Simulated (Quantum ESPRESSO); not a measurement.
# Magnetic state of MnGa4 from several starts

Wanted: the moments of MnGa4 and the energy of each order that was tried.

Method: PBEsol; plane waves with GBRV 1.5 PBEsol potentials, no spin-orbit coupling, in Quantum ESPRESSO 7.5.

The experiments to compare with:

For MnGa4, cubic PtHg4 type (annealed stoichiometric polycrystalline sample, 1.5 K), “Antiferromagnetic ground state in the MnGa4 intermetallic compound” (2018, arxiv:1802.03256) gives, by neutron powder diffraction: moment (ordered moment per Mn) 0.8 ± 0.03 μB.

## 1. The starting structure

The structure is cubic, space group Im-3m (No. 229). The conventional cell has a = 5.544 Å, b = 5.544 Å, c = 5.544 Å, α = 90.00°, β = 90.00°, γ = 90.00°. Nearest to Mn lie 8 Ga at 2.40 Å. Nearest to Ga lie 2 Mn at 2.40 Å. Farther neighbours are not listed.

Structure file:

```cif
data_structure
_symmetry_space_group_name_H-M 'P 1'
_symmetry_Int_Tables_number 1
_cell_length_a 4.8010
_cell_length_b 4.8010
_cell_length_c 4.8010
_cell_angle_alpha 109.471
_cell_angle_beta 109.471
_cell_angle_gamma 109.471
_cell_volume 85.19
loop_
_atom_site_label
_atom_site_type_symbol
_atom_site_fract_x
_atom_site_fract_y
_atom_site_fract_z
_atom_site_occupancy
Mn1 Mn 0.00000 0.00000 0.00000 1
Ga2 Ga 0.00000 0.00000 0.50000 1
Ga3 Ga 0.00000 0.50000 0.00000 1
Ga4 Ga 0.50000 0.00000 0.00000 1
Ga5 Ga 0.50000 0.50000 0.50000 1
```

The cell comes from Materials Project 2023-11-01, a database of computed structures, and need not be the stable phase.

## 2. Run 1, typed as ferro +

The signs are those of the starting moments on the seeded atoms, the atoms that are given a moment.

File pw.in:

```
&CONTROL
  calculation = 'scf'
  prefix = 'pwscf'
  outdir = './tmp'
  pseudo_dir = './pseudo'
  disk_io = 'nowf'
/
&SYSTEM
  ibrav = 0
  nat = 5
  ntyp = 2
  ecutwfc = 40
  ecutrho = 280
  nbnd = 59
  occupations = 'smearing'
  smearing = 'fd'
  degauss = 0.00734986
  nspin = 2
  starting_magnetization(1) = 0.2333
  starting_magnetization(2) = 0
/
&ELECTRONS
  conv_thr = 1d-08
  electron_maxstep = 150
  mixing_beta = 0.3
/
ATOMIC_SPECIES
Mn     54.9380 mn_pbesol_v1.5.uspp.F.UPF
Ga     69.7230 ga_pbesol_v1.4.uspp.F.UPF
CELL_PARAMETERS angstrom
  -2.7718643900    2.7718643900    2.7718643900
   2.7718643900   -2.7718643900    2.7718643900
   2.7718643900    2.7718643900   -2.7718643900
ATOMIC_POSITIONS crystal
Mn      0.0000000000    0.0000000000    0.0000000000
Ga      0.0000000000    0.0000000000    0.5000000000
Ga      0.0000000000    0.5000000000    0.0000000000
Ga      0.5000000000    0.0000000000    0.0000000000
Ga      0.5000000000    0.5000000000    0.5000000000
K_POINTS automatic
6 6 6 0 0 0
```

Started as:

```console
OMP_NUM_THREADS=1 mpirun -n 4 pw.x -nk 4 -in pw.in > pw.out
```

The program printed:

```text
Program PWSCF v.7.5 starts

     Message from routine setup:
     using ibrav=0 with symmetry is DISCOURAGED, use correct ibrav instead

     K-points division:     npool     =       4
     Subspace diagonalization in iterative solution of the eigenvalue problem:

     G-vector sticks info
     --------------------
     sticks:   dense  smooth     PW     G-vecs:    dense   smooth      PW
     Sum        1733     981    337                45611    19477    3925

     Using Slab Decomposition

     bravais-lattice index     =            0
     lattice parameter (alat)  =       9.0726  a.u.
     unit-cell volume          =     574.8738 (a.u.)^3
     number of atoms/cell      =            5
     number of atomic types    =            2
     number of electrons       =        91.00
     number of Kohn-Sham states=           59
     kinetic-energy cutoff     =      40.0000  Ry
     charge density cutoff     =     280.0000  Ry
     scf convergence threshold =      1.0E-08
     mixing beta               =       0.3000
     number of iterations used =            8  plain     mixing
     Exchange-correlation= SLA  PW   PSX  PSC
                           (   1   4  10   8   0   0   0)

     celldm(1)=   9.072594  celldm(2)=   0.000000  celldm(3)=   0.000000
     celldm(4)=   0.000000  celldm(5)=   0.000000  celldm(6)=   0.000000

     crystal axes: (cart. coord. in units of alat)
               a(1) = (  -0.577350   0.577350   0.577350 )
               a(2) = (   0.577350  -0.577350   0.577350 )
               a(3) = (   0.577350   0.577350  -0.577350 )

     reciprocal axes: (cart. coord. in units 2 pi/alat)
               b(1) = ( -0.000000  0.866025  0.866025 )
               b(2) = (  0.866025 -0.000000  0.866025 )
               b(3) = (  0.866025  0.866025  0.000000 )

     PseudoPot. # 1 for Mn read from file:
     mn_pbesol_v1.5.uspp.F.UPF
     Pseudo is Ultrasoft + core correction, Zval = 15.0
     Generated by new atomic code, or converted to UPF format
     Using radial grid of  859 points,  6 beta functions with:
                l(1) =   0
                l(2) =   0
                l(3) =   1
                l(4) =   1
                l(5) =   2
                l(6) =   2
     Q(r) pseudized with  8 coefficients,  rinner =    0.950   0.950   0.950
                                                       0.950   0.950

     PseudoPot. # 2 for Ga read from file:
     ga_pbesol_v1.4.uspp.F.UPF
     Pseudo is Ultrasoft + core correction, Zval = 19.0
     Generated by new atomic code, or converted to UPF format
     Using radial grid of  871 points,  6 beta functions with:
                l(1) =   0
                l(2) =   0
                l(3) =   1
                l(4) =   1
                l(5) =   2
                l(6) =   2
     Q(r) pseudized with  8 coefficients,  rinner =    1.250   1.250   1.250
                                                       1.250   1.250

     atomic species   valence    mass     pseudopotential
     Mn               15.00    54.93800     Mn( 1.00)
     Ga               19.00    69.72300     Ga( 1.00)

     Starting magnetic structure
     atomic species   magnetization
     Mn              0.233
     Ga              0.000

     48 Sym. Ops., with inversion, found

   Cartesian axes

     site n.     atom                  positions (alat units)
         1        Mn     tau(   1) = (   0.0000000   0.0000000   0.0000000  )
         2        Ga     tau(   2) = (   0.2886751   0.2886751  -0.2886751  )
         3        Ga     tau(   3) = (   0.2886751  -0.2886751   0.2886751  )
         4        Ga     tau(   4) = (  -0.2886751   0.2886751   0.2886751  )
         5        Ga     tau(   5) = (   0.2886751   0.2886751   0.2886751  )

     number of k points=    16  Fermi-Dirac smearing, width (Ry)=  0.0073
                       cart. coord. in units 2pi/alat
        k(    1) = (   0.0000000   0.0000000   0.0000000), wk =   0.0046296
        k(    2) = (   0.1443376   0.1443376   0.0000000), wk =   0.0555556
        k(    3) = (   0.2886751   0.2886751   0.0000000), wk =   0.0555556
        k(    4) = (  -0.4330127  -0.4330127   0.0000000), wk =   0.0277778
        k(    5) = (   0.2886751   0.1443376   0.1443376), wk =   0.1111111
        [... 11 further k-points ...]

     Dense  grid:    45611 G-vectors     FFT dimensions: (  50,  50,  50)

     Smooth grid:    19477 G-vectors     FFT dimensions: (  40,  40,  40)

     Check: negative core charge=   -0.000018
     Generating pointlists ...
     new r_m :   0.2062 (alat units)  1.8712 (a.u.) for type    1
     new r_m :   0.2062 (alat units)  1.8712 (a.u.) for type    2

     Initial potential from superposition of free atoms

     starting charge      86.4999, renormalised to      91.0000
     Starting wfcs are   61 randomized atomic wfcs

     Self-consistent Calculation

     iteration #  1     ecut=    40.00 Ry     beta= 0.30
     Davidson diagonalization with overlap
     ethr =  1.00E-02,  avg # of iterations =  5.4

     total energy              =   -1862.69517990 Ry
     estimated scf accuracy    <      33.44981555 Ry

     total magnetization       =     1.68 Bohr mag/cell
     absolute magnetization    =     2.27 Bohr mag/cell

     iteration #  2     ecut=    40.00 Ry     beta= 0.30
     Davidson diagonalization with overlap
     ethr =  1.00E-02,  avg # of iterations =  2.2

     total energy              =   -1871.01317419 Ry
     estimated scf accuracy    <       0.62301497 Ry

     total magnetization       =     0.98 Bohr mag/cell
     absolute magnetization    =     2.13 Bohr mag/cell

     iteration #  3     ecut=    40.00 Ry     beta= 0.30
     Davidson diagonalization with overlap
     ethr =  6.85E-04,  avg # of iterations =  2.1

     total energy              =   -1870.99880846 Ry
     estimated scf accuracy    <       1.55674825 Ry

     total magnetization       =     0.79 Bohr mag/cell
     absolute magnetization    =     1.83 Bohr mag/cell

     [... further iterations left out ...]

     iteration # 14     ecut=    40.00 Ry     beta= 0.30
     Davidson diagonalization with overlap
     ethr =  5.35E-09,  avg # of iterations =  3.2

     total energy              =   -1871.11591862 Ry
     estimated scf accuracy    <       0.00000040 Ry

     total magnetization       =     0.40 Bohr mag/cell
     absolute magnetization    =     0.57 Bohr mag/cell

     iteration # 15     ecut=    40.00 Ry     beta= 0.30
     Davidson diagonalization with overlap
     ethr =  4.37E-10,  avg # of iterations =  4.0

     total energy              =   -1871.11592051 Ry
     estimated scf accuracy    <       0.00000025 Ry

     total magnetization       =     0.39 Bohr mag/cell
     absolute magnetization    =     0.56 Bohr mag/cell

     iteration # 16     ecut=    40.00 Ry     beta= 0.30
     Davidson diagonalization with overlap
     ethr =  2.73E-10,  avg # of iterations =  3.1

     total energy              =   -1871.11592135 Ry
     estimated scf accuracy    <       0.00000005 Ry

     total magnetization       =     0.40 Bohr mag/cell
     absolute magnetization    =     0.56 Bohr mag/cell

     iteration # 17     ecut=    40.00 Ry     beta= 0.30
     Davidson diagonalization with overlap
     ethr =  5.71E-11,  avg # of iterations =  3.4

     Magnetic moment per site  (integrated on atomic sphere of radius R)
     atom   1 (R=0.206)  charge= 13.2741  magn=  0.4492
     atom   2 (R=0.206)  charge= 16.9646  magn= -0.0094
     atom   3 (R=0.206)  charge= 16.9646  magn= -0.0094
     atom   4 (R=0.206)  charge= 16.9646  magn= -0.0094
     atom   5 (R=0.206)  charge= 16.9646  magn= -0.0094

     End of self-consistent calculation

     [... lines left out ...]
     the Fermi energy is    12.3283 ev

!    total energy              =   -1871.11592159 Ry
     estimated scf accuracy    <          9.1E-09 Ry
     smearing contrib. (-TS)   =      -0.00558316 Ry
     internal energy E=F+TS    =   -1871.11033843 Ry

     The total energy is F=E-TS. E is the sum of the following terms:
     one-electron contribution =   -1488.00200829 Ry
     hartree contribution      =     782.84205894 Ry
     xc contribution           =    -218.35327999 Ry
     ewald contribution        =    -947.59710908 Ry

     total magnetization       =     0.40 Bohr mag/cell
     absolute magnetization    =     0.57 Bohr mag/cell

     convergence has been achieved in  17 iterations

=------------------------------------------------------------------------------=
   JOB DONE.
=------------------------------------------------------------------------------=
```

The job ended after 39 s (4 MPI ranks of Arm Neoverse V2, shared host; peak memory 0.51 GiB; 2.6 min of CPU time).

Spin moment in the atom's sphere by atom:

| atom | spin moment in the atom's sphere (μB) |
| --- | --- |
| Mn1 | 0.449 |
| Ga2 | -0.009 |
| Ga3 | -0.009 |
| Ga4 | -0.009 |
| Ga5 | -0.009 |

Read from the output:

| Quantity | Value |
| --- | --- |
| smearing term TS | 0.07596 eV |
| magnetization | 0.398 μB |
| absolute magnetization | 0.568 μB |
| final state | ferromagnetic |

Spin density in the ac plane of the conventional cell at fractional y = 0.250, with atoms of Ga within 0.2 Å of it.

Ten even steps from '0' (-7.78 × 1e-3 e/Å³) to '9' (2.04 × 1e-3 e/Å³), each cell a mean:
```
965567899875458
654567888765445
545677777676644
557236555660655
767765454466767
887654565446678
987655688545789
998655798655789
987644676545788
877764455456777
667556455563766
556457666672655
544677787777545
754567898865456
975568999875569
```
Columns run along a (5.5 Å), rows up along c (5.5 Å), edges of the conventional cell, whose origin can differ from the input's. Atoms in or near the plane, at fractional coordinates: Ga at (0.25, 0.75), Ga at (0.75, 0.75), Ga at (0.75, 0.25), Ga at (0.25, 0.25).

Valence density in the ac plane of the conventional cell at fractional y = 0.250, with atoms of Ga within 0.2 Å of it. It is the smooth field of the valence electrons, not physical close to the nuclei.

Values in e/Å³, 15 rows by 15 columns, each cell a mean:
```
 0  0  0  0  0  0  0  0  0  0  0  0  0  0  0
 0  0  1  1  1  0  0  0  0  0  1  1  1  0  0
 0  0  2 16 15  2  0  0  0  1  7 20  7  1  0
 0  1  6 50 47  5  1  0  0  2 22 64 20  1  0
 0  0  3 17 16  2  0  0  0  1  8 22  7  1  0
 0  0  1  1  1  1  0  0  0  0  1  2  1  0  0
 0  0  0  0  0  0  0  0  0  0  0  0  0  0  0
 0  0  0  0  0  0  0  0  0  0  0  0  0  0  0
 0  0  0  0  0  0  0  0  0  0  0  1  0  0  0
 0  0  1  4  4  1  0  0  0  1  2  5  2  0  0
 0  0  5 36 34  4  0  0  0  1 16 47 15  1  0
 0  1  5 39 36  4  0  0  0  1 17 50 16  1  0
 0  0  1  5  5  1  0  0  0  1  3  6  2  1  0
 0  0  0  1  0  0  0  0  0  0  0  1  0  0  0
 0  0  0  0  0  0  0  0  0  0  0  0  0  0  0
```
Columns run along a (5.5 Å), rows up along c (5.5 Å), edges of the conventional cell, whose origin can differ from the input's. Atoms in or near the plane, at fractional coordinates: Ga at (0.25, 0.75), Ga at (0.75, 0.75), Ga at (0.75, 0.25), Ga at (0.25, 0.25).

(Continued in part 2 of 3.)

[Logs and program files are shortened in this print: banners, set-up blocks, solver, clock and traceback lines can be left out without a mark of their own.]

[Logs are printed without paths, hosts, clocks, repeated set-up lines and the standing remarks that a program may print on its own settings, such as how far it seeks lower states.]

[Hosts, paths, dates, database ids (printed as entryN), source tags and the programs' standing remarks are cut or masked in the printed files.]

[Where a cell is said to come from a database of computed structures, the database is the Materials Project.]
